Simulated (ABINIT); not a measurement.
Planning a run of ABINIT 10.8.3 on Ga2O3 (R-3c). The input:

```
acell 3*1.0 Angstrom
rprim 
  2.498699193881 1.442624652211 4.483549768500
  -2.498699193881 1.442624652211 4.483549768500
  0.000000000000 -2.885249304422 4.483549768500
ntypat 2
znucl 31 8
natom 10
typat 1 1 1 1 2 2 2 2 2 2
xred 
  0.855585580000 0.855585580000 0.855585580000
  0.644414420000 0.644414420000 0.644414420000
  0.144414420000 0.144414420000 0.144414420000
  0.355585580000 0.355585580000 0.355585580000
  0.750000000000 0.446832820000 0.053167180000
  0.446832820000 0.053167180000 0.750000000000
  0.053167180000 0.750000000000 0.446832820000
  0.250000000000 0.553167180000 0.946832820000
  0.946832820000 0.250000000000 0.553167180000
  0.553167180000 0.946832820000 0.250000000000
pp_dirpath "pseudos"
pseudos "Ga.upf, O.upf"
ecut 45
ngkpt 4 4 4
nshiftk 1
shiftk 0 0 0
kptopt 1
chksymbreak 0
istwfk *1
occopt 1
irdwfk 1
optdriver 99
bs_calctype 1
mbpt_sciss 1.427 eV
bs_loband 51
nband 62
bs_exchange_term 1
bs_coulomb_term 11
bs_coupling 0
bs_algorithm 1
bs_freq_mesh 0 7 0.05 eV
zcut 0.1 eV
ecuteps 3
ecutwfn 22.5
inclvkb 2
irdscr 1
indata_prefix "in"
outdata_prefix "out"
tmpdata_prefix "tmp"
```

```sh
OMP_NUM_THREADS=1 mpirun -n 8 abinit run.abi > log
```

Question: How long will it take on 8 MPI ranks of Arm Neoverse V2, shared host, and how much memory?

It took 48 s; on shared hardware allow 24 s to 96 s. Peak host memory was 2.0 GiB.

The kernel grows as the square of the matrix size, and full diagonalisation as its cube.

[Paths, hosts, dates, memory and timing lines, banners, echoed tables and standing remarks are left out of the program output.]

[Logs are printed without paths, hosts, clocks, repeated set-up lines and the standing remarks that a program may print on its own settings, such as how far it seeks lower states.]

[Runs of the session that timed out or met a known fault of the program may be left out.]

[Hosts, paths, dates, database ids (printed as entryN), source tags and the programs' standing remarks are cut or masked in the printed files.]

[G0W0 gaps are taken among the corrected bands and points alone; a level outside them can change the order at an edge.]

[Where Ansatz stands beside ABINIT at settings called matched, ABINIT's density can come from a denser mesh and the files from another edition; pairs whose starting gaps differed by over 0.03 eV were left out, so agreement reads better than it is.]
